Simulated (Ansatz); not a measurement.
**One crystal, many levels of theory: GeH6CI3N (CH3NH3GeI3)**

Wanted: a ladder of band gaps for GeH6CI3N (CH3NH3GeI3), from density functionals to G0W0.

Calculated with Ansatz 0.2.0; density functionals, hybrids and G0W0, plane waves, PAW.

The structure was built from a prototype and need not be the compound's stable phase.

### 1. The structure

The cell holds 12 atoms: 1 C, 1 N, 6 H, 1 Ge and 3 I. Its edges and angles: a = 5.871 Å, b = 5.949 Å, c = 5.866 Å, α = 88.2°, β = 88.7°, γ = 84.4°. It derives from C1Ge1H6I3N1.

The structure was relaxed with PBEsol-D3(BJ). The runs that relaxed it are not among those shown. Spin-orbit coupling is left out unless a step names it.

The logs state that the PAW files were generated under PBE.

### 2. PBEsol on the 4×4×4 mesh

Levels along a band path and on the mesh show where this functional puts the band edges.

This step: DFT, PBEsol, plane waves, PAW; PAW set soft_1.

Contents of input.yaml:

```yaml
crystal:
  lattice:
    - [5.8630711863, 0.2896105377, 0.0618450382]
    - [0.2896105377, 5.9414246786, 0.091408338]
    - [0.0618450382, 0.091408338, 5.8648889541]
  atoms:
    - { symbol: C, position: [0.9282061927, 0.9134021167, 0.9846224898] }
    - { symbol: "N", position: [0.0764546859, 0.097646897, 0.0085587277] }
    - { symbol: H, position: [1.0369851614, 0.7531233599, 0.9706938083] }
    - { symbol: H, position: [0.1852165616, 1.1105705405, 0.8665654291] }
    - { symbol: H, position: [0.8263853188, -0.0529096915, 0.8300969694] }
    - { symbol: H, position: [-0.0210627329, 0.2520612321, 0.0249310054] }
    - { symbol: H, position: [0.8144927943, -0.0929478115, 0.1354900582] }
    - { symbol: H, position: [0.1790586382, 1.0723934485, 0.1523746068] }
    - { symbol: Ge, position: [0.518690855, 0.5164188802, 0.5307891582] }
    - { symbol: I, position: [0.5149504902, 0.4698515314, 0.0010197888] }
    - { symbol: I, position: [0.4459210691, -0.0168305148, 0.5019309052] }
    - { symbol: I, position: [-0.0151168563, 0.4764345857, 0.4926325186] }
kpoints:
  mp_grid: { grid: [4, 4, 4] }
  band_path:
    path:
      - [[0.0, 0.0, 0.0], [0.5, 0.0, 0.0], [0.5, 0.5, 0.0], [0.0, 0.0, 0.0], [0.5, 0.5, 0.5], [0.5, 0.0, 0.0]]
      - [[0.5, 0.5, 0.0], [0.5, 0.5, 0.5]]
    npoints: 10
hamiltonian:
  xc: pbesol
  pseudopotentials: { kind: paw, azcp: { folder: soft_1 }, xc_functional: pbe }
scf:
  occupations: { method: fermi_dirac, width: 0.02 }
  n_extra_bands: 8
output:
  eigenvalues: true
  forces: true
  stress: true
  write_density: true
  write_potential: true
  elf: true
  volumetric_format: npy
```

On the command line:

```console
ansatz run input.yaml --threads 2 --pin off --max-ram 92160MiB --backend cuda --events-out ev --progress --plain --runs-dir out --devices 1 --max-vram 13GiB
```

Numbers of over 12 decimals in the logs are rounded to 6 here.

Log:

```text
scf.n_extra_bands = 8 over 40 filled bands (N_el = 80.0): the run solves 48 bands
GPUs: using 1 of 1 available (devices: 1).
Engine: ansatz 0.2.0, x86_64-unknown-linux-gnu
Pseudopotentials: kind: paw
Pseudopotential: C, paw, valence charge 4, recommended cutoff 420 eV (normal), soft_1/C.paw.azcp
Pseudopotential: N, paw, valence charge 5, recommended cutoff 420 eV (normal), soft_1/N.paw.azcp
Pseudopotential: H, paw, valence charge 1, recommended cutoff 420 eV (normal), soft_1/H.paw.azcp
Pseudopotential: Ge, paw, valence charge 14, recommended cutoff 420 eV (normal), soft_1/Ge.paw.azcp
Pseudopotential: I, paw, valence charge 17, recommended cutoff 420 eV (normal), soft_1/I.paw.azcp
Functional definition: PBEsol
  exchange = pbesol_x
  correlation = pbesol_c
device memory: the entry about to start is reckoned to put 2.7 GiB on a device that reports 70.2 GiB free (of which the cap on the GPU budget leaves the run 13.0 GiB)
GPU FFT provider: cuFFT
GPU libraries: cuBLAS 13.8.2, cuFFT 12.4.0, cuSOLVER 12.3.4
Crystal: 12 atoms, lattice volume = 203.743 Å³
Basis set: ecut = 420 eV, 3977 PW (Γ), exchange–correlation on 80×80×80 points (8 copies of the dense FFT grid, shifted against one another)
Bands: 48, of which v1, the nominal top of the filled ones, is band 40 counted from 1 (39 counted from 0)
Symmetry: 1 space group operations
Space group: P1 (ITA 1), of the structure as read, at distance tolerance 5.9e-5 Å
k-points: 36 of 64 (time reversal used)
Non-local potential: C, projectors of the file, l = 0: 2, l = 1: 2, l = 2: 1
Non-local potential: N, projectors of the file, l = 0: 2, l = 1: 2, l = 2: 1
Non-local potential: H, projectors of the file, l = 0: 2, l = 1: 1
Non-local potential: Ge, projectors of the file, l = 0: 2, l = 1: 2, l = 2: 3, l = 3: 1
Non-local potential: I, projectors of the file, l = 0: 2, l = 1: 2, l = 2: 2, l = 3: 1
PAW form: soft (Blöchl's): semilocal exchange-correlation on the pseudo side does not see the compensation charge
PAW frozen core: C, regenerated for the run's functional, and the local potential with it (the file was generated under x = pbe(κ = 0.804, μ = 0.219515), c = pbe(β = 0.066725))
PAW frozen core: N, regenerated for the run's functional, and the local potential with it (the file was generated under x = pbe(κ = 0.804, μ = 0.219515), c = pbe(β = 0.066725))
PAW frozen core: Ge, regenerated for the run's functional, and the local potential with it (the file was generated under x = pbe(κ = 0.804, μ = 0.219515), c = pbe(β = 0.066725))
PAW frozen core: I, regenerated for the run's functional, and the local potential with it (the file was generated under x = pbe(κ = 0.804, μ = 0.219515), c = pbe(β = 0.066725))
PAW one-centre angular grid: C, 110 points (default); XC on 64 Gauss nodes
PAW one-centre angular grid: N, 110 points (default); XC on 64 Gauss nodes
PAW one-centre angular grid: H, 110 points (default); XC on 64 Gauss nodes
PAW one-centre angular grid: Ge, 590 points (default); XC on 64 Gauss nodes
PAW one-centre angular grid: I, 590 points (default); XC on 64 Gauss nodes
Initial density: superposition of atomic densities (chi_scale 0.1, normalization cell), built separately for each of the 2 bonded fragments (scf.initial_density.interfragment_charge_transfer: auto; true builds it for the cell as a whole; a typed value also counts as a typed key of the start: scf.initial_density.chi_scale says what that changes, if anything)
Initial wavefunctions: pseudopotential atomic-orbital guess
GPU buffer pool allocated for 64000 grid points (all kernels)
GPU transforms: local potential and band sums: pruned to the plane-wave sphere, on 40×40×40
Functional: x = pbesol(κ = 0.804, μ = 0.123457), c = pbesol(β = 0.046)
SCF iter   1: F=—  HF=-27276.715306 eV  |F-HF|=—  |Δ(HF+E_count)|=         —  Δρ=6.61e-2  dr2=9.56e0  ethr=3.10e-3  ⟨swp⟩=8.8  Hψ=7741  notcnv=0
preconditioner: auto → Resta (q_TF=auto, 2.335 Å⁻¹)  ε∞=3.2  [insulator: Δε(μ)=0.354 eV  Ē_g=10.761 eV  σ=0.020 eV  W_gap=1.00  n_scr=36 (ndim 8)  ℏωp=16.0 eV  f_vac=0.030  D(μ)=0.00/eV (n_scr^D=0)  ε∞_Penn≈3.2]
SCF iter   2: F=—  HF=-27274.104844 eV  |F-HF|=—  |Δ(HF+E_count)|=    2.61e0  Δρ=3.03e-2  dr2=1.51e0  ethr=3.10e-3  ⟨swp⟩=3.8  Hψ=3338  notcnv=0  defer=104
SCF iter   3: F=—  HF=-27273.663312 eV  |F-HF|=—  |Δ(HF+E_count)|=   4.42e-1  Δρ=8.18e-3  dr2=1.20e-1  ethr=1.88e-3  ⟨swp⟩=3.0  Hψ=3288  notcnv=0  defer=103
SCF iter   4: F=—  HF=-27273.650388 eV  |F-HF|=—  |Δ(HF+E_count)|=   1.29e-2  Δρ=2.29e-3  dr2=1.09e-2  ethr=1.50e-4  ⟨swp⟩=3.0  Hψ=3271  notcnv=0  defer=108
SCF iter   5: F=—  HF=-27273.650611 eV  |F-HF|=—  |Δ(HF+E_count)|=   2.23e-4  Δρ=9.21e-4  dr2=1.74e-3  ethr=1.37e-5  ⟨swp⟩=2.9  Hψ=2747  notcnv=0  defer=108
SCF iter   6: F=—  HF=-27273.652713 eV  |F-HF|=—  |Δ(HF+E_count)|=   2.10e-3  Δρ=2.28e-4  dr2=1.40e-4  ethr=2.18e-6  ⟨swp⟩=2.1  Hψ=2702  notcnv=0  defer=108
SCF iter   7: F=—  HF=-27273.652791 eV  |F-HF|=—  |Δ(HF+E_count)|=   7.81e-5  Δρ=1.32e-4  dr2=3.63e-5  ethr=1.75e-7  ⟨swp⟩=2.0  Hψ=2373  notcnv=0  defer=108
SCF iter   8: F=—  HF=-27273.652926 eV  |F-HF|=—  |Δ(HF+E_count)|=   1.35e-4  Δρ=2.79e-5  dr2=2.01e-6  ethr=4.54e-8  ⟨swp⟩=2.0  Hψ=2331  notcnv=0  defer=108
SCF iter   9: F=—  HF=-27273.652929 eV  |F-HF|=—  |Δ(HF+E_count)|=   2.70e-6  Δρ=7.18e-6  dr2=1.75e-7  ethr=2.51e-9  ⟨swp⟩=2.0  Hψ=2340  notcnv=0  defer=108
SCF iter  10: F=-27273.652929 eV  HF=-27273.652929 eV  |F-HF|=1.25e-8  |Δ(HF+E_count)|=   2.17e-7  Δρ=2.04e-6  dr2=1.31e-8  ethr=1.25e-10  ⟨swp⟩=21.9  Hψ=16355  notcnv=0
SCF 1 converged in 10 iterations: F = -27273.652929 eV  dr2 = 1.31e-8
[...]
device memory: the entry about to start is reckoned to put 2.0 GiB on a device that reports 49.4 GiB free (of which the cap on the GPU budget leaves the run 13.0 GiB)
NSCF: frozen V_eff on 62 k-points
SCF converged after 10 iterations
Free energy (F): -27273.652929 eV
Harris-Foulkes:  -27273.652929 eV  (|F-HF|=1.25e-8)
Internal energy: -27273.652929 eV  (E = F + TS)
E sigma→0 (E₀):  -27273.652929 eV
Fermi energy:    5.423878 eV
--- Per-component energies (eV) ---
  E_band       = -1465.449320
  E_kinetic    = 869.029680
  E_local      = -10162.773127  (includes V_loc(G=0)·N_el)
  E_nonlocal   = 628.744859
  E_hartree    = 4547.629254
  E_xc         = -549.928981
  E_vxc        = -597.257810  (∫ρ·V_xc dr)
  E_paw        = -16299.889691  (= ΣΔE_a)
  E_vpaw       = -1298.435645  (= ΣTr[D̂ρ^β])
  E_aug_tail   = -0.012677  (compensation charges beyond the density's cutoff)
  E_ewald      = -6308.655788
  E_core_change = 2.203545  (= ΣΔE_core)
  E_smearing   = -0.000000  (= −TS)
  E_closure    = 0.000000  (closes the sum)
  Σ components = -27273.652929   (vs F -27273.652929, Δ=0.00e0)
--- Forces (eV/Å), atoms counted from 1 ---
  atom   1  C      0.00036857    -0.00437477     0.00469769
  atom   2  N      0.00674357     0.00108809    -0.01533160
  atom   3  H     -0.00585760     0.00800595     0.00104007
  atom   4  H     -0.00666371     0.00210843     0.01141642
  atom   5  H     -0.00226808    -0.00384213     0.00182690
  atom   6  H      0.00325873    -0.00289965     0.00036099
  atom   7  H      0.00360595    -0.00106042    -0.00850752
  atom   8  H      0.00482793     0.00418300     0.00127144
  atom   9  Ge    -0.00498447     0.00043760    -0.00262811
  atom  10  I     -0.00119172    -0.00185060     0.00126471
  atom  11  I     -0.00309524     0.00140553     0.00306746
  atom  12  I      0.00525024    -0.00318594     0.00150568
  max |Σ_I F_I| component: 1.59e-5 eV/Å
--- Stress (GPa, compression-positive) ---
        1.098893       0.011909       0.002785
        0.011909       1.092641       0.007782
        0.002785       0.007782       1.087258
  P = ⅓ Tr σ = 1.0929 GPa (10.929 kbar)
--- Band table (eV; the first three rows and the last of 36) ---
  k-point 0: bands = [... 36 lower, 3.2729, 3.3070, 3.4216, 3.6635, 8.0161, 8.4433, 8.9632, 9.0771, ... 4 higher]
  k-point 1: bands = [... 36 lower, 3.0389, 3.1625, 3.4475, 3.6234, 8.1337, 8.4292, 8.7527, 9.3946, ... 4 higher]
  k-point 2: bands = [... 36 lower, 3.1001, 3.2550, 3.5633, 3.9046, 6.5471, 8.4304, 9.4532, 9.7685, ... 4 higher]
  k-point 35: bands = [... 36 lower, 3.7258, 3.9662, 3.9844, 4.9897, 5.8582, 5.9510, 6.2015, 8.7639, ... 4 higher]
```

Elapsed: 12 s, on 1 × NVIDIA H100 80GB HBM3 (shared by 6 runs) with 2 threads of AMD EPYC 7R13 (Zen 3), shared host; peak memory 1.1 GiB; 13 s of CPU time.

The column dr2 measures how far the density is from self-consistency, as an energy; F and HF (Harris–Foulkes) agree once it is small.

This step gave:

| Item | Value |
| --- | --- |
| pressure | 1.093 GPa |
| filled bands | 40 |
| gap | 0.8422 eV |
| valence top at | R |
| conduction bottom at | k = (0.500, 0.500, 0.450) |
| least direct gap | 0.8685 eV |

Over mesh and path the gap is 0.842 eV, from k = (0.500, 0.500, 0.500) to k = (0.500, 0.500, 0.450). The least direct gap found is 0.869 eV, at k = (0.500, 0.500, 0.500). On the 4×4×4 mesh alone the same run gives 0.869 eV, so that mesh misses an edge of PBEsol: 0.869 − 0.842 = +0.027 eV.

### 3. PBEsol+SOC on the 4×4×4 mesh

This run has two-component orbitals with spin-orbit coupling.

This step: DFT, PBEsol with spin-orbit coupling, plane waves, PAW; PAW set soft_1.

input.yaml, as its differences from that of step 2:

```diff
@@ -22,11 +22,17 @@
     path:
-      - [[0.0, 0.0, 0.0], [0.5, 0.0, 0.0], [0.5, 0.5, 0.0], [0.0, 0.0, 0.0], [0.5, 0.5, 0.5], [0.5, 0.0, 0.0]]
-      - [[0.5, 0.5, 0.0], [0.5, 0.5, 0.5]]
-    npoints: 10
+      - [0.0, 0.0, 0.0]
+      - [0.5, 0.0, 0.0]
+      - [0.5, 0.5, 0.0]
+      - [0.5, 0.5, 0.5]
+      - [0.5, 0.5, 0.45]
+    npoints: 1
 hamiltonian:
   xc: pbesol
-  pseudopotentials: { kind: paw, azcp: { folder: soft_1 }, xc_functional: pbe }
+  pseudopotentials: { kind: paw_fr, azcp: { folder: soft_1 }, xc_functional: pbe }
 scf:
   occupations: { method: fermi_dirac, width: 0.02 }
-  n_extra_bands: 8
+  n_extra_bands: 16
+magnetization:
+  noncollinear: true
+  spin_orbit: true
 output:
@@ -35,5 +41 @@
   stress: true
-  write_density: true
-  write_potential: true
-  elf: true
-  volumetric_format: npy
```

Log:

```text
[...]
GPUs: using 1 of 1 available (devices: 1).
[...]
non-collinear run that drives no moment, with spin-orbit: no starting moment large enough to seed its density (crystal.atoms[].spin), no starting occupations that ask for one, no magnetisation constraint and no magnetic field, so the semilocal B_xc is pinned to zero
[...]
GPU FFT provider: cuFFT
GPU libraries: cuBLAS 13.8.2, cuFFT 12.4.0, cuSOLVER 12.3.4
Crystal: 12 atoms, lattice volume = 203.743 Å³
Basis set: ecut = 420 eV, 3977 PW (Γ), exchange–correlation on 80×80×80 points (8 copies of the dense FFT grid, shifted against one another)
Bands: 96, of which v1, the nominal top of the filled ones, is band 80 counted from 1 (79 counted from 0)
Symmetry: 1 space group operations + 1 with time reversal
[...]
k-points: 36 of 64 (time reversal used)
[...]
atom   8  H      0.00649811     0.00430742     0.00367487
  atom   9  Ge    -0.01604772    -0.01025529    -0.00911332
  atom  10  I      0.00045876    -0.00412513     0.01144374
  atom  11  I     -0.00519394     0.01597770     0.00187490
  atom  12  I      0.01773385    -0.00427221    -0.00052719
  max |Σ_I F_I| component: 3.91e-5 eV/Å
--- Stress (GPa, compression-positive) ---
        1.152660       0.005391       0.002258
        0.005390       1.142449       0.005018
        0.002259       0.005017       1.139245
  P = ⅓ Tr σ = 1.1448 GPa (11.448 kbar)
--- Band table (eV; the first three rows and the last of 36) ---
  k-point 0: bands = [... 76 lower, 3.6520, 3.6520, 3.8798, 3.8798, 8.0153, 8.0153, 8.4472, 8.4472, ... 12 higher]
  k-point 1: bands = [... 76 lower, 3.5031, 3.6105, 3.8169, 3.8252, 8.0911, 8.1894, 8.4197, 8.4511, ... 12 higher]
  k-point 2: bands = [... 76 lower, 3.7007, 3.7007, 4.0080, 4.0080, 6.5655, 6.5655, 8.4371, 8.4371, ... 12 higher]
  k-point 35: bands = [... 76 lower, 4.2056, 4.2056, 5.0984, 5.0984, 5.8514, 5.8514, 5.9915, 5.9915, ... 12 higher]
[key lines of the parts left out:]
SCF converged after 10 iterations
Magnetization: |M| = 0.0000 μB,  M = (+0.0000, +0.0000, +0.0000) μB
Free energy (F): -27282.666062 eV
Fermi energy:    5.474892 eV
```

The job ended after 15 s (1 × NVIDIA H100 80GB HBM3 (shared by 6 runs) with 2 threads; peak memory 1.1 GiB; 18 s of CPU time).

Numbers from this step:

```
pressure             : 1.145 GPa
gap                  : 0.7004 eV
valence top at       : R
conduction bottom at : k = (0.500, 0.500, 0.450)
least direct gap     : 0.7468 eV
```

Over mesh and listed points the gap is 0.700 eV, from k = (0.500, 0.500, 0.500) to k = (0.500, 0.500, 0.450). The least direct gap found is 0.747 eV, at k = (0.500, 0.500, 0.450). On the 4×4×4 mesh alone the same run gives 0.753 eV, so that mesh misses an edge of PBEsol+SOC: 0.753 − 0.700 = +0.053 eV. PBEsol+SOC against PBEsol: 0.700 − 0.842 = −0.142 eV, with the same mesh, set of files (read in its fully relativistic form for the spin-orbit run) and cutoff, and both edges at the same k points. The spin-orbit run sees mesh and listed points alone, so its gap is an upper bound: the coupling can move an edge off these points, the more so as this crystal has no centre of inversion, and the change over the zone, its sign included where it is small, is not known.

### 4. HSE06 on the 4×4×4 mesh

HSE06 mixes in a quarter of exact exchange at short range.

This step: DFT, HSE06, plane waves, PAW; PAW set soft_1.

input.yaml, as its differences from that of step 3:

```diff
@@ -29,13 +29,12 @@
 hamiltonian:
-  xc: pbesol
-  pseudopotentials: { kind: paw_fr, azcp: { folder: soft_1 }, xc_functional: pbe }
+  xc: hse06
+  pseudopotentials: { kind: paw, azcp: { folder: soft_1 } }
 scf:
-  occupations: { method: fermi_dirac, width: 0.02 }
-  n_extra_bands: 16
-magnetization:
-  noncollinear: true
-  spin_orbit: true
+  occupations: { method: fixed }
+  n_extra_bands: 8
 output:
   eigenvalues: true
-  forces: true
-  stress: true
+  write_density: true
+  write_potential: true
+  elf: true
+  volumetric_format: npy
```

Log:

```text
[...]
GPUs: using 1 of 1 available (devices: 1).
[...]
davidson cushion auto → on  (no smearing: the cushion is to keep the highest requested band from converging to the state above it; pin scf.eigensolver.cushion to override)
[...]
GPU FFT provider: cuFFT
GPU libraries: cuBLAS 13.8.2, cuFFT 12.4.0, cuSOLVER 12.3.4
Crystal: 12 atoms, lattice volume = 203.743 Å³
Basis set: ecut = 420 eV, 3977 PW (Γ)
[...]
E sigma→0 (E₀):  -27582.887849 eV
Fermi energy:    4.901304 eV
[...]
--- Band table (eV; the first three rows and the last of 36) ---
  k-point 0: bands = [... 36 lower, 2.6766, 2.7167, 2.8472, 3.1064, 8.5409, 9.0138, 9.4801, 9.6051, ... 4 higher]
  k-point 1: bands = [... 36 lower, 2.4356, 2.5758, 2.9151, 3.0657, 8.6107, 8.9219, 9.3710, 9.9632, ... 4 higher]
  k-point 2: bands = [... 36 lower, 2.4748, 2.6380, 3.0029, 3.5468, 6.8952, 8.9235, 10.0425, 10.4069, ... 4 higher]
  k-point 35: bands = [... 36 lower, 3.1547, 3.4103, 3.4223, 4.9013, 6.1137, 6.2719, 6.5430, 9.3397, ... 4 higher]
[key lines of the parts left out:]
Free energy (F): -27582.887849 eV
```

The job ended after 66 s (1 × NVIDIA H100 80GB HBM3 (shared by 6 runs) with 2 threads; peak memory 1.9 GiB).

Numbers from this step:

| Quantity | Value |
| --- | --- |
| gap | 1.212 eV |
| valence top at | R |
| conduction bottom at | R |
| least direct gap | 1.212 eV |
| exact-exchange fraction | 0.25 |

Over mesh and listed points the gap is 1.212 eV, direct, at k = (0.500, 0.500, 0.500). HSE06 against PBEsol: 1.212 − 0.842 = +0.370 eV. Mesh, set of files and cutoff are the same, but the conduction bottom lies at another k point, so this need not be the shift of one pair of states.

### 5. HSE06+SOC on the 2×2×2 mesh

This step: DFT, HSE06 with spin-orbit coupling, plane waves, PAW; PAW set soft_1.

input.yaml, as its differences from that of step 4:

```diff
@@ -19,3 +19,3 @@
 kpoints:
-  mp_grid: { grid: [4, 4, 4] }
+  mp_grid: { grid: [2, 2, 2] }
   band_path:
@@ -30,6 +30,9 @@
   xc: hse06
-  pseudopotentials: { kind: paw, azcp: { folder: soft_1 } }
+  pseudopotentials: { kind: paw_fr, azcp: { folder: soft_1 } }
 scf:
-  occupations: { method: fixed }
-  n_extra_bands: 8
+  occupations: { method: fermi_dirac, width: 0.02 }
+  n_extra_bands: 16
+magnetization:
+  noncollinear: true
+  spin_orbit: true
 output:
```

Log:

```text
[...]
GPUs: using 1 of 1 available (devices: 1).
[...]
GPU FFT provider: cuFFT
GPU libraries: cuBLAS 13.8.2, cuFFT 12.4.0, cuSOLVER 12.3.4
Crystal: 12 atoms, lattice volume = 203.743 Å³
Basis set: ecut = 420 eV, 3977 PW (Γ)
Bands: 96, of which v1, the nominal top of the filled ones, is band 80 counted from 1 (79 counted from 0)
Symmetry: 1 space group operations + 1 with time reversal
[...]
--- Band table (eV; the first three rows and the last of 8) ---
  k-point 0: bands = [... 76 lower, 3.1405, 3.1405, 3.3836, 3.3836, 8.5410, 8.5410, 9.0107, 9.0107, ... 12 higher]
  k-point 1: bands = [... 76 lower, 3.1839, 3.1839, 3.5806, 3.5806, 6.9167, 6.9167, 8.8980, 8.8980, ... 12 higher]
  k-point 2: bands = [... 76 lower, 3.0052, 3.0052, 3.4712, 3.4712, 7.1432, 7.1432, 9.0844, 9.0844, ... 12 higher]
  k-point 7: bands = [... 76 lower, 3.7101, 3.7101, 4.8774, 4.8774, 6.0899, 6.0899, 6.3028, 6.3028, ... 12 higher]
[key lines of the parts left out:]
Magnetization: |M| = 0.0000 μB,  M = (+0.0000, +0.0000, +0.0000) μB
Free energy (F): -27575.060145 eV
Fermi energy:    5.483648 eV
```

Wall time 52 s (1 × NVIDIA H100 80GB HBM3 (shared by 6 runs) with 2 threads); peak memory 1.8 GiB.

Numbers from this step:

```yaml
gap: 1.193 eV
valence_top_at: R
conduction_bottom_at: k = (0.500, 0.500, 0.450)
least_direct_gap: 1.212 eV
exact_exchange_fraction: 0.25
```

Over mesh and listed points the gap is 1.193 eV, from k = (0.500, 0.500, 0.500) to k = (0.500, 0.500, 0.450). The least direct gap found is 1.212 eV, at k = (0.500, 0.500, 0.500). On the 2×2×2 mesh alone the same run gives 1.212 eV, so that mesh misses an edge of HSE06+SOC: 1.212 − 1.193 = +0.019 eV. HSE06+SOC against HSE06: 1.193 − 1.212 = −0.019 eV. The runs also differ in mesh (4×4×4 and 2×2×2), and the conduction bottom lies at another k point, so how much of this comes from spin-orbit coupling alone is not known. The spin-orbit run sees mesh and listed points alone, so its gap is an upper bound: the coupling can move an edge off these points, the more so as this crystal has no centre of inversion, and the change over the zone, its sign included where it is small, is not known.

(Part 1 of 2 ends here.)

[Paths, hosts, dates, memory and timing lines, banners, echoed tables and standing remarks are left out of the program output.]

[Logs are printed without paths, hosts, clocks, repeated set-up lines and the standing remarks that a program may print on its own settings, such as how far it seeks lower states.]

[Runs of the session that timed out or met a known fault of the program may be left out.]

[Cells called generated may have been cut or substituted from an entry of the Crystallography Open Database or the Materials Project.]

[Hosts, paths, dates, database ids (printed as entryN), source tags and the programs' standing remarks are cut or masked in the printed files.]

[Where an RPA ε∞ is given, it is that of the G0W0 mesh and is not shown converged in it. Names of k-points follow the symmetry that the program found, which can be lower than the space group named. Band edges on a path are those of the sampled points; other points can move an edge, and change direct to indirect where valleys lie close.]

[Hybrid gaps are those of their k-mesh and are not shown converged in it.]
